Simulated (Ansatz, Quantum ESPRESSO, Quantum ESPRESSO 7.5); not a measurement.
# 1T-SiSSe, 2 layers, AA stacking in an electric field

Wanted: polarisability and gap of 1T-SiSSe, 2 layers, AA stacking against a perpendicular field.

Main program and level: Quantum ESPRESSO 7.5; plane-wave DFT, PBE, GBRV ultrasoft pseudopotentials (geometry and cross-check by Ansatz 0.2.0 with PAW datasets; geometry under PBE-D3(BJ)).

This is a report of a sequence of runs, with most program output left out.

### 1. Starting point

The cell holds 6 atoms: 2 Se, 2 Si and 2 S. Its edges and angles: a = 3.405 Å, b = 3.405 Å, c = 24.147 Å, α = 90.0°, β = 90.0°, γ = 120.0°. It derives from SiSSe. Vacuum lies along c.

This sheet is a model structure: its symmetry is held, and its stability is not tested here.

### 2. Geometry from Ansatz

A relaxation in Ansatz fixes the structure of this slab for the runs on it.

input.yaml

```yaml
crystal:
  lattice:
    - [3.405, 0.0, 0.0]
    - [-1.7025, 2.9488164999, 0.0]
    - [0.0, 0.0, 24.1472867953]
  atoms:
    - { symbol: Se, position: [0.6666666667, 0.3333333333, 0.3520064209] }
    - { symbol: Si, position: [0.0, 0.0, 0.3946288578] }
    - { symbol: S, position: [0.3333333333, 0.6666666667, 0.4316693418] }
    - { symbol: Se, position: [0.6666666667, 0.3333333333, 0.5683306582] }
    - { symbol: Si, position: [0.0, 0.0, 0.610953095] }
    - { symbol: S, position: [0.3333333333, 0.6666666667, 0.6479935791] }
kpoints:
  mp_grid: { grid: [12, 12, 1] }
hamiltonian:
  xc: pbe
  dispersion: d3bj
scf:
  occupations: { method: fermi_dirac, width: 0.05 }
  convergence: { dr2_threshold: 1.0e-08 }
efield:
  axis: 3
  dipole_correction: true
  ramp_position: 0.97
  ramp_width: 0.04
relax:
  f_tol: 0.01
  cell: { fix: [c, alpha, beta] }
output:
  write_potential: true
  write_density: true
  volumetric_format: npy
```

Launch:

```sh
ansatz run input.yaml --threads 4 --pin off --max-ram 8192MiB --backend cpu --events-out ev --progress --plain --runs-dir out
```

It took 33 s on 4 threads of Arm Neoverse V1, shared host; peak memory 0.58 GiB; 2.1 min of CPU time.

Relaxation path:

| step | energy less that of the first step (eV) | largest force component (eV/Å) | pressure (GPa) | volume (Å³) |
| --- | --- | --- | --- | --- |
| 1 | 0.0000 | 6.3018 | 14.64 | 242.46 |
| 2 | -3.4645 | 3.1302 | 5.74 | 246.79 |
| 3 | -4.7314 | 0.8304 | 1.56 | 241.01 |
| 4 | -4.8736 | 0.1969 | 0.08 | 238.99 |
| 5 | -4.9027 | 0.2274 | 0.03 | 240.01 |
| 6 | -4.9102 | 0.0369 | -0.13 | 238.51 |
| 7 | -4.9106 | 0.0064 | 0.02 | 237.86 |
| 8* | -4.9104 | 0.0064 | 0.02 | 237.86 |

Relaxation steps marked * repeat the geometry before them on a plane-wave basis chosen anew for their cell, so energy and pressure can jump there.

| cell as run | before | after | change |
| --- | --- | --- | --- |
| a (Å) | 3.405 | 3.373 | -1.0 % |
| b (Å) | 3.405 | 3.373 | -1.0 % |

The atoms that moved most (Å, along periodic axes as changes of fractional coordinates times the final cell, across vacuum about the mean position):

| atom | dx | dy | dz | length |
| --- | --- | --- | --- | --- |
| Se1 | 0.000 | 0.000 | -0.755 | 0.755 |
| S6 | 0.000 | 0.000 | 0.750 | 0.750 |
| Si5 | 0.000 | 0.000 | 0.340 | 0.340 |
| Si2 | 0.000 | 0.000 | -0.328 | 0.328 |
| Se4 | 0.000 | 0.000 | -0.086 | 0.086 |
| S3 | 0.000 | 0.000 | 0.079 | 0.079 |

The relaxed structure:

```xyz
6
Lattice="3.3726 0.0000 0.0000 -1.6863 2.9208 0.0000 0.0000 0.0000 24.1473" Properties=species:S:1:pos:R:3
Se    1.6863    0.9736    7.7447
Si    0.0000    0.0000    9.2016
S     0.0000    1.9472   10.5030
Se    1.6863    0.9736   13.6373
Si    0.0000    0.0000   15.0932
S     0.0000    1.9472   16.3969
```

Read from the output:

```
free energy                                                      : -14018.1923 eV
energy at zero smearing                                          : -14018.1921 eV
smearing term TS                                                 : 5.01e-4 eV
Fermi energy                                                     : 1.194 eV
gap by band count                                                : 0.4413 eV
symmetry operations                                              : 6
dipole along the normal                                          : -0.03086 e·Å
vacuum level at the upper face over a Fermi level inside the gap : 5.661 eV
vacuum level at the lower face over a Fermi level inside the gap : 5.094 eV
```

### 3. Ground state: no field

The zero-field run is the reference. tefield and dipfield are on already, so that all runs share k-points and boundary.

Level of this step: plane-wave DFT, PBE, GBRV ultrasoft pseudopotentials (Quantum ESPRESSO 7.5).

f0.in

```
&control
  prefix = 'f0'
  outdir = './out'
  pseudo_dir = './pseudo'
  calculation = 'scf'
  tprnfor = .true.
  tefield = .true.
  dipfield = .true.
/
&system
  ibrav = 0
  nat = 6
  ntyp = 3
  ecutwfc = 40
  ecutrho = 200
  occupations = 'smearing'
  smearing = 'fd'
  degauss = 0.004
  edir = 3
  emaxpos = 0.97
  eopreg = 0.04
  eamp = 0.0
/
&electrons
  conv_thr = 1e-09
  mixing_beta = 0.4
  electron_maxstep = 120
  mixing_mode = 'plain'
/
ATOMIC_SPECIES
  Se  78.9710  se_pbe_v1.uspp.F.UPF
  Si  28.0850  si_pbe_v1.uspp.F.UPF
  S   32.0600  s_pbe_v1.4.uspp.F.UPF
CELL_PARAMETERS angstrom
  3.37259245400277 -0.00000000000000 -0.00000000000000
  -1.68629622700139 2.92075074177810 0.00000000000000
  -0.00000000000000 0.00000000000000 24.14728679530000
ATOMIC_POSITIONS crystal
  Se  0.666666666667 0.333333333333 0.320728677658
  Si  -0.000000000000 -0.000000000000 0.381060233240
  S   0.333333333333 0.666666666667 0.434954063310
  Se  0.666666666667 0.333333333333 0.564754296182
  Si  0.000000000000 0.000000000000 0.625047056169
  S   0.333333333333 0.666666666667 0.679037626241
K_POINTS automatic
  12 12 1 0 0 0
```

Launch:

```sh
OMP_NUM_THREADS=1 mpirun -n 4 pw.x -nk 4 -in f0.in > f0.out
```

Wall time 98 s (4 MPI ranks); peak memory 0.68 GiB; 6.6 min of CPU time.

Read from the output:

* free energy: -2105.7806 eV
* energy at zero smearing: -2105.7803 eV
* Fermi energy: 0.7152 eV
* dipole along the normal: -0.03060 e·Å
* valence top, on the run's zero: 0.4642 eV
* conduction bottom, on the run's zero: 0.9108 eV
* gap by band count: 0.4466 eV

The program's own clock; routines nest. Time by routine:

| routine | wall time (s) | calls |
| --- | --- | --- |
| PWSCF | 97.88 | 1 |
| electrons | 94.19 | 1 |
| c_bands | 76.91 | 16 |
| cegterg | 62.36 | 304 |
| h_psi | 46.26 | 1925 |
| fftw | 34.94 | 40570 |
| vloc_psi | 32.93 | 1925 |
| sum_band | 12.62 | 16 |
| calbec | 8.98 | 2305 |
| add_vuspsi | 6.72 | 1925 |
| s_psi | 6.45 | 1925 |
| h_psi:calbec | 6.41 | 1925 |
| newd | 3.22 | 16 |
| init_run | 2.37 | 1 |

The run needed 15 iterations to bring the estimated error under 1e-09 Ry; the largest force on any atom, held or free, is 0.12 eV/Å.

### 4. Electrostatic potential

plot_num = 11 writes the bare and Hartree potential. It leaves out exchange and correlation, which fade slowly, so it flattens close to the surface.

f0.pot.in

```
&inputpp
  prefix = 'f0'
  outdir = './out'
  filplot = 'f0.pot.dat'
  plot_num = 11
/
```

Launch:

```sh
OMP_NUM_THREADS=1 mpirun -n 4 pp.x -in f0.pot.in > f0.pot.out
```

Wall time 1.2 s (4 MPI ranks); peak memory 0.1 GiB.

This step gave:

- slope of the potential above: 5.28e-5 eV/Å
- upper vacuum line continued to the top atoms, over the valence top: 5.906 eV
- slope of the potential below: -4.30e-5 eV/Å
- lower vacuum line continued to the bottom atoms, over the valence top: 5.344 eV
- vacuum level at the upper face over the valence top of the mesh: 5.906 eV
- vacuum level at the lower face over the valence top of the mesh: 5.344 eV

The vacuum is flat to 0.1 meV/Å, so its level is well defined. Inside the slab the curve depends on the local part of the pseudopotentials; only the vacuum level has a meaning of its own.

### 5. Band structure: no field

The density is frozen and the levels are solved along a path.

f0.bands.in is the input of step 3 with these lines changed:

```diff
@@ -1,7 +1,6 @@
 &control
-  prefix = 'f0'
+  prefix = 'f0.bands'
   outdir = './out'
   pseudo_dir = './pseudo'
-  calculation = 'scf'
-  tprnfor = .true.
+  calculation = 'bands'
   tefield = .true.
@@ -22,8 +21,9 @@
   eamp = 0.0
+  nbnd = 22
 /
 &electrons
-  conv_thr = 1e-09
+  conv_thr = 1e-07
   mixing_beta = 0.4
   electron_maxstep = 120
-  mixing_mode = 'plain'
+  mixing_mode = 'local-TF'
 /
@@ -44,3 +44,7 @@
   S   0.333333333333 0.666666666667 0.679037626241
-K_POINTS automatic
-  12 12 1 0 0 0
+K_POINTS crystal_b
+4
+  0.0000000000 0.0000000000 0.0000000000 14
+  0.5000000000 0.0000000000 0.0000000000 14
+  0.3333333333 0.3333333333 0.0000000000 14
+  0.0000000000 0.0000000000 0.0000000000 1
```

Launch:

```sh
cp -r out/f0.save out/f0.bands.save
cp out/f0.xml out/f0.bands.xml
OMP_NUM_THREADS=1 mpirun -n 4 pw.x -nk 4 -in f0.bands.in > f0.bands.out
```

The job ended after 59 s (4 MPI ranks; peak memory 0.38 GiB; 3.9 min of CPU time).

This step gave:

* valence top, on the run's zero: 0.4626 eV
* conduction bottom, on the run's zero: 0.9106 eV
* gap by band count: 0.4480 eV

Band numbers count within the set of bands kept for display. Electronic bands along the path, in eV, zero at the highest filled level of the SCF mesh; v1 is the highest filled band, c1 the lowest empty one:

| point | v4 | v3 | v2 | v1 | c1 | c2 | c3 | c4 |
| --- | --- | --- | --- | --- | --- | --- | --- | --- |
| Γ | -0.25 | -0.25 | -0.03 | -0.03 | 2.50 | 2.95 | 3.74 | 4.06 |
| halfway | -1.79 | -1.01 | -0.53 | -0.29 | 1.86 | 2.16 | 4.48 | 4.88 |
| M | -1.74 | -1.45 | -1.04 | -0.78 | 0.45 | 0.68 | 4.05 | 4.22 |
| halfway | -1.95 | -1.68 | -1.46 | -1.20 | 1.73 | 1.97 | 4.86 | 5.09 |
| K | -1.99 | -1.75 | -1.42 | -1.22 | 1.83 | 2.47 | 5.14 | 5.28 |
| halfway | -1.88 | -1.69 | -1.10 | -0.69 | 2.70 | 2.93 | 4.59 | 4.84 |
| Γ | -0.25 | -0.25 | -0.03 | -0.03 | 2.50 | 2.95 | 3.74 | 4.06 |

Along this path the valence top lies between Γ and M and the conduction bottom at M.

### 6. Ground state: field 0.1 V/Å

eamp is the field in Hartree atomic units (1 a.u. = 51.42 V/Å). With dipfield on, it is the field in the vacuum beside an isolated sheet. The run starts from the density of the one before.

f1.in is the input of step 3 with these lines changed:

```diff
@@ -1,3 +1,3 @@
 &control
-  prefix = 'f0'
+  prefix = 'f1'
   outdir = './out'
@@ -21,3 +21,3 @@
   eopreg = 0.04
-  eamp = 0.0
+  eamp = 0.00194469
 /
@@ -28,2 +28,3 @@
   mixing_mode = 'plain'
+  startingpot = 'file'
 /
```

Launch:

```sh
cp -r out/f0.save out/f1.save
OMP_NUM_THREADS=1 mpirun -n 4 pw.x -nk 4 -in f1.in > f1.out
```

The job ended after 2.1 min (4 MPI ranks; peak memory 0.75 GiB; 8.3 min of CPU time).

This step gave:

| Item | Value |
| --- | --- |
| free energy | -2105.7803 eV |
| energy at zero smearing | -2105.7797 eV |
| Fermi energy | 0.7227 eV |
| dipole along the normal | 0.02371 e·Å |
| valence top, on the run's zero | 0.5066 eV |
| conduction bottom, on the run's zero | 0.8827 eV |
| gap by band count | 0.3762 eV |

The dipole goes from -0.0306 to 0.0237 e Å, 0.5432 e Å per V/Å.

### 7. Electrostatic potential

f1.pot.in

```
&inputpp
  prefix = 'f1'
  outdir = './out'
  filplot = 'f1.pot.dat'
  plot_num = 11
/
```

Launch:

```sh
OMP_NUM_THREADS=1 mpirun -n 4 pp.x -in f1.pot.in > f1.pot.out
```

Elapsed: 1.2 s, on 4 MPI ranks; peak memory 0.11 GiB.

Read from the output:

| Item | Value |
| --- | --- |
| slope of the potential above | 0.1000 eV/Å |
| upper vacuum line continued to the top atoms, over the valence top | 5.815 eV |
| slope of the potential below | 0.09995 eV/Å |
| lower vacuum line continued to the bottom atoms, over the valence top | 5.385 eV |

The slope in the vacuum is 0.100 eV/Å for an applied 0.10 V/Å, as it should be.

### 8. Ground state: field 0.2 V/Å

f2.in is the input of step 6 with these lines changed:

```diff
@@ -1,3 +1,3 @@
 &control
-  prefix = 'f1'
+  prefix = 'f2'
   outdir = './out'
@@ -21,3 +21,3 @@
   eopreg = 0.04
-  eamp = 0.00194469
+  eamp = 0.00388938
 /
```

Launch:

```sh
cp -r out/f0.save out/f2.save
OMP_NUM_THREADS=1 mpirun -n 4 pw.x -nk 4 -in f2.in > f2.out
```

Run time: 2.4 min. Hardware: 4 MPI ranks; peak memory 0.73 GiB.

Read from the output:

```
free energy                          : -2105.7854 eV
energy at zero smearing              : -2105.7845 eV
Fermi energy                         : 0.7295 eV
dipole along the normal              : 0.07857 e·Å
valence top, on the run's zero       : 0.5433 eV
conduction bottom, on the run's zero : 0.8581 eV
gap by band count                    : 0.3149 eV
```

The dipole goes from -0.0306 to 0.0786 e Å, 0.5459 e Å per V/Å.

### 9. Potential by pp.x

f2.pot.in

```
&inputpp
  prefix = 'f2'
  outdir = './out'
  filplot = 'f2.pot.dat'
  plot_num = 11
/
```

Launch:

```sh
OMP_NUM_THREADS=1 mpirun -n 4 pp.x -in f2.pot.in > f2.pot.out
```

It took 1.2 s on 4 MPI ranks; peak memory 0.11 GiB; 4.5 s of CPU time.

This step gave:

| Item | Value |
| --- | --- |
| slope of the potential above | 0.2000 eV/Å |
| upper vacuum line continued to the top atoms, over the valence top | 5.725 eV |
| slope of the potential below | 0.1999 eV/Å |
| lower vacuum line continued to the bottom atoms, over the valence top | 5.438 eV |

The slope in the vacuum is 0.200 eV/Å for an applied 0.20 V/Å, as it should be.

### 10. Band structure: field 0.2 V/Å

f2.bands.in is the input of step 5 with these lines changed:

```diff
@@ -1,3 +1,3 @@
 &control
-  prefix = 'f0.bands'
+  prefix = 'f2.bands'
   outdir = './out'
@@ -20,3 +20,3 @@
   eopreg = 0.04
-  eamp = 0.0
+  eamp = 0.00388938
   nbnd = 22
```

Launch:

```sh
cp -r out/f2.save out/f2.bands.save
cp out/f2.xml out/f2.bands.xml
OMP_NUM_THREADS=1 mpirun -n 4 pw.x -nk 4 -in f2.bands.in > f2.bands.out
```

It took 60 s on 4 MPI ranks; peak memory 0.38 GiB; 4 min of CPU time.

Numbers from this step:

```
valence top, on the run's zero       : 0.5422 eV
conduction bottom, on the run's zero : 0.8582 eV
gap by band count                    : 0.3160 eV
```

Band numbers count within the set of bands kept for display. The electronic bands at the labelled points (eV, zero at the highest filled level of the SCF mesh; v1 is the highest filled band, c1 the lowest empty one):

| point | v4 | v3 | v2 | v1 | c1 | c2 | c3 | c4 |
| --- | --- | --- | --- | --- | --- | --- | --- | --- |
| Γ | -0.39 | -0.39 | -0.04 | -0.04 | 2.38 | 2.95 | 3.57 | 4.06 |
| halfway | -1.87 | -1.04 | -0.67 | -0.29 | 1.74 | 2.17 | 4.30 | 4.85 |
| M | -1.86 | -1.45 | -1.17 | -0.78 | 0.31 | 0.69 | 3.91 | 4.18 |
| halfway | -2.06 | -1.78 | -1.49 | -1.21 | 1.59 | 1.98 | 4.76 | 4.99 |
| K | -2.09 | -1.86 | -1.42 | -1.26 | 1.73 | 2.44 | 5.03 | 5.21 |
| halfway | -2.02 | -1.73 | -1.17 | -0.72 | 2.56 | 2.94 | 4.44 | 4.85 |
| Γ | -0.39 | -0.39 | -0.04 | -0.04 | 2.38 | 2.95 | 3.57 | 4.06 |

Upper empty bands that drop with the field can be states of the vacuum, held by the sawtooth; they depend on the cell's width.

Along this path the valence top lies between Γ and M and the conduction bottom at M.

### 11. SCF with pw.x: field 0.4 V/Å

f3.in is the input of step 8 with these lines changed:

```diff
@@ -1,3 +1,3 @@
 &control
-  prefix = 'f2'
+  prefix = 'f3'
   outdir = './out'
@@ -21,3 +21,3 @@
   eopreg = 0.04
-  eamp = 0.00388938
+  eamp = 0.00777876
 /
```

Launch:

```sh
cp -r out/f0.save out/f3.save
OMP_NUM_THREADS=1 mpirun -n 4 pw.x -nk 4 -in f3.in > f3.out
```

The job ended after 2.4 min (4 MPI ranks; peak memory 0.61 GiB).

Read from the output:

| Property | Result |
| --- | --- |
| free energy | -2105.8122 eV |
| energy at zero smearing | -2105.8106 eV |
| Fermi energy | 0.7406 eV |
| dipole along the normal | 0.1897 e·Å |
| valence top, on the run's zero | 0.5999 eV |
| conduction bottom, on the run's zero | 0.8188 eV |
| gap by band count | 0.2189 eV |

The dipole goes from -0.0306 to 0.1897 e Å, 0.5509 e Å per V/Å.

### 12. Electrostatic potential

f3.pot.in

```
&inputpp
  prefix = 'f3'
  outdir = './out'
  filplot = 'f3.pot.dat'
  plot_num = 11
/
```

Launch:

```sh
OMP_NUM_THREADS=1 mpirun -n 4 pp.x -in f3.pot.in > f3.pot.out
```

Wall time 1.2 s (4 MPI ranks); peak memory 0.11 GiB.

Numbers from this step:

| Quantity | Value |
| --- | --- |
| slope of the potential above | 0.4000 eV/Å |
| upper vacuum line continued to the top atoms, over the valence top | 5.551 eV |
| slope of the potential below | 0.3999 eV/Å |
| lower vacuum line continued to the bottom atoms, over the valence top | 5.575 eV |

The slope in the vacuum is 0.400 eV/Å for an applied 0.40 V/Å, as it should be.

Each curve counts from the valence top of its own run.

The potential energy (potential at 0 V/Å) oscillates, so the rows of the table below give means over windows of 2 Å about each position, cut where the curve ends. Its maxima inside the range that stand out by 2 % of the span (Å: eV): 8.5: -5.80, 9.8: -7.05, 12.0: 4.79, 14.4: -5.62, 15.8: -6.79. Its minima: 7.7: -15.4, 9.2: -10.7, 10.5: -12.2, 13.6: -15.2, 15.1: -10.5, 16.3: -11.9.

The runs together. The potential energy by z; means over each step:

| z (Å) | potential at 0 V/Å (eV) | potential at 0.1 V/Å (eV) | potential at 0.2 V/Å (eV) | potential at 0.4 V/Å (eV) |
| --- | --- | --- | --- | --- |
| 0 | 5.36 | 4.72 | 4.09 | 2.87 |
| 2 | 5.34 | 4.81 | 4.29 | 3.28 |
| 4 | 5.34 | 5.01 | 4.69 | 4.07 |
| 6 | 4.37 | 4.23 | 4.09 | 3.84 |
| 8 | -9.29 | -9.37 | -9.44 | -9.55 |
| 10 | -9.37 | -9.44 | -9.50 | -9.58 |
| 12 | 2.70 | 2.67 | 2.64 | 2.60 |
| 14 | -9.55 | -9.55 | -9.55 | -9.56 |
| 16 | -8.71 | -8.70 | -8.69 | -8.66 |
| 18 | 4.77 | 4.85 | 4.94 | 5.11 |
| 20 | 5.90 | 6.17 | 6.44 | 6.99 |
| 22 | 5.91 | 6.38 | 6.85 | 7.79 |
| 24 | 5.80 | 6.15 | 6.51 | 7.23 |

### 13. Bands along a path: field 0.4 V/Å

f3.bands.in is the input of step 10 with these lines changed:

```diff
@@ -1,3 +1,3 @@
 &control
-  prefix = 'f2.bands'
+  prefix = 'f3.bands'
   outdir = './out'
@@ -20,3 +20,3 @@
   eopreg = 0.04
-  eamp = 0.00388938
+  eamp = 0.00777876
   nbnd = 22
```

Launch:

```sh
cp -r out/f3.save out/f3.bands.save
cp out/f3.xml out/f3.bands.xml
OMP_NUM_THREADS=1 mpirun -n 4 pw.x -nk 4 -in f3.bands.in > f3.bands.out
```

Elapsed: 62 s, on 4 MPI ranks; peak memory 0.37 GiB.

Read from the output:

| Property | Result |
| --- | --- |
| valence top, on the run's zero | 0.6010 eV |
| conduction bottom, on the run's zero | 0.8186 eV |
| gap by band count | 0.2177 eV |

Band numbers count within the set of bands kept for display. The electronic bands at the labelled points (eV, zero at the highest filled level of the SCF mesh; v1 is the highest filled band, c1 the lowest empty one):

| point | v4 | v3 | v2 | v1 | c1 | c2 | c3 | c4 |
| --- | --- | --- | --- | --- | --- | --- | --- | --- |
| Γ | -0.50 | -0.50 | -0.04 | -0.04 | 2.28 | 2.97 | 3.31 | 3.61 |
| halfway | -1.94 | -1.05 | -0.77 | -0.28 | 1.64 | 2.18 | 4.07 | 4.63 |
| M | -1.96 | -1.44 | -1.27 | -0.77 | 0.22 | 0.71 | 3.81 | 4.15 |
| halfway | -2.15 | -1.86 | -1.50 | -1.21 | 1.49 | 1.99 | 4.68 | 4.91 |
| K | -2.16 | -1.95 | -1.41 | -1.28 | 1.66 | 2.43 | 4.94 | 5.16 |
| halfway | -2.11 | -1.76 | -1.21 | -0.72 | 2.47 | 2.96 | 4.30 | 4.69 |
| Γ | -0.50 | -0.50 | -0.04 | -0.04 | 2.28 | 2.97 | 3.31 | 3.61 |

Upper empty bands that drop with the field can be states of the vacuum, held by the sawtooth; they depend on the cell's width.

Along this path the valence top lies between Γ and M and the conduction bottom at M.

### 14. Valence density

plot_num = 0 writes the valence density.

f0.rho.in

```
&inputpp
  prefix = 'f0'
  outdir = './out'
  filplot = 'f0.rho.dat'
  plot_num = 0
/
```

Launch:

```sh
OMP_NUM_THREADS=1 mpirun -n 4 pp.x -in f0.rho.in > f0.rho.out
```

Wall time 1.2 s (4 MPI ranks); peak memory 0.11 GiB.

Numbers from this step:

```
electrons by integration : 32.00 e
```

The valence density, planar mean oscillates, so the rows of the table below give means over windows of 1.79 Å about each position, cut where the curve ends. Its maxima inside the range that stand out by 2 % of the span (Å: e/Å³): 8.3: 0.409, 10.1: 0.456, 14.2: 0.409, 16.0: 0.456. Its minima: 9.1: 0.252, 12.1: 0.0436, 15.0: 0.254.

Mean over planes. Table of valence density, planar mean by z; means over each step:

z (Å), valence density, planar mean (e/Å³) and a bar:
```
     2.69      0.000 
     4.47      0.000 
     6.27      0.070 ######
     8.05      0.348 #############################
     9.84      0.360 ##############################
    11.63      0.146 ############
    13.43      0.307 ##########################
    15.21      0.334 ############################
    17.00      0.245 ####################
    18.79      0.004 
    20.59      0.000
```

Valence density in the ca plane at fractional y = 0.000, with atoms of Si within 0.2 Å of it. It is the smooth field of the valence electrons, not physical close to the nuclei.

Ten steps, logarithmic in the rise over the least value, from '0' (0.0 e/Å³) to '9' (1.2 e/Å³), each cell a mean:
```
00000000000012345676766654221234567676665432
00000000000012456677777765322235667777776542
00000000000123567777777776533356777777777653
00000000000124677776667777543457777666777764
00000000000124678876667777643467887666778764
00000000000124567777667776543356777766777654
00000000000013456777777765432345677777776543
00000000000012345677667654321234567766776432
00000000000011235676976654211123467699665421
```
Columns run along c (16.0 Å, from fractional 0.08 to 0.74 of the cell), rows up along a (3.4 Å). Atoms in or near the plane, at fractional coordinates: Si at (0.38, 0.00), Si at (0.63, 0.00).

The density integrates to 32.000 electrons, as the 32 of the input ask.

### 15. Density by pp.x

f2.rho.in

```
&inputpp
  prefix = 'f2'
  outdir = './out'
  filplot = 'f2.rho.dat'
  plot_num = 0
/
```

Launch:

```sh
OMP_NUM_THREADS=1 mpirun -n 4 pp.x -in f2.rho.in > f2.rho.out
```

Elapsed: 1.2 s, on 4 MPI ranks; peak memory 0.11 GiB; 4.5 s of CPU time.

(Continued in part 2 of 2.)

[Logs are printed without paths, hosts, clocks, repeated set-up lines and the standing remarks that a program may print on its own settings, such as how far it seeks lower states.]

[Hosts, paths, dates, database ids (printed as entryN), source tags and the programs' standing remarks are cut or masked in the printed files.]

[Maps of the electrostatic potential energy from Ansatz leave out the sawtooth potential of an applied field or a dipole correction, so their vacuum need not be flat; planar profiles and work functions include it.]
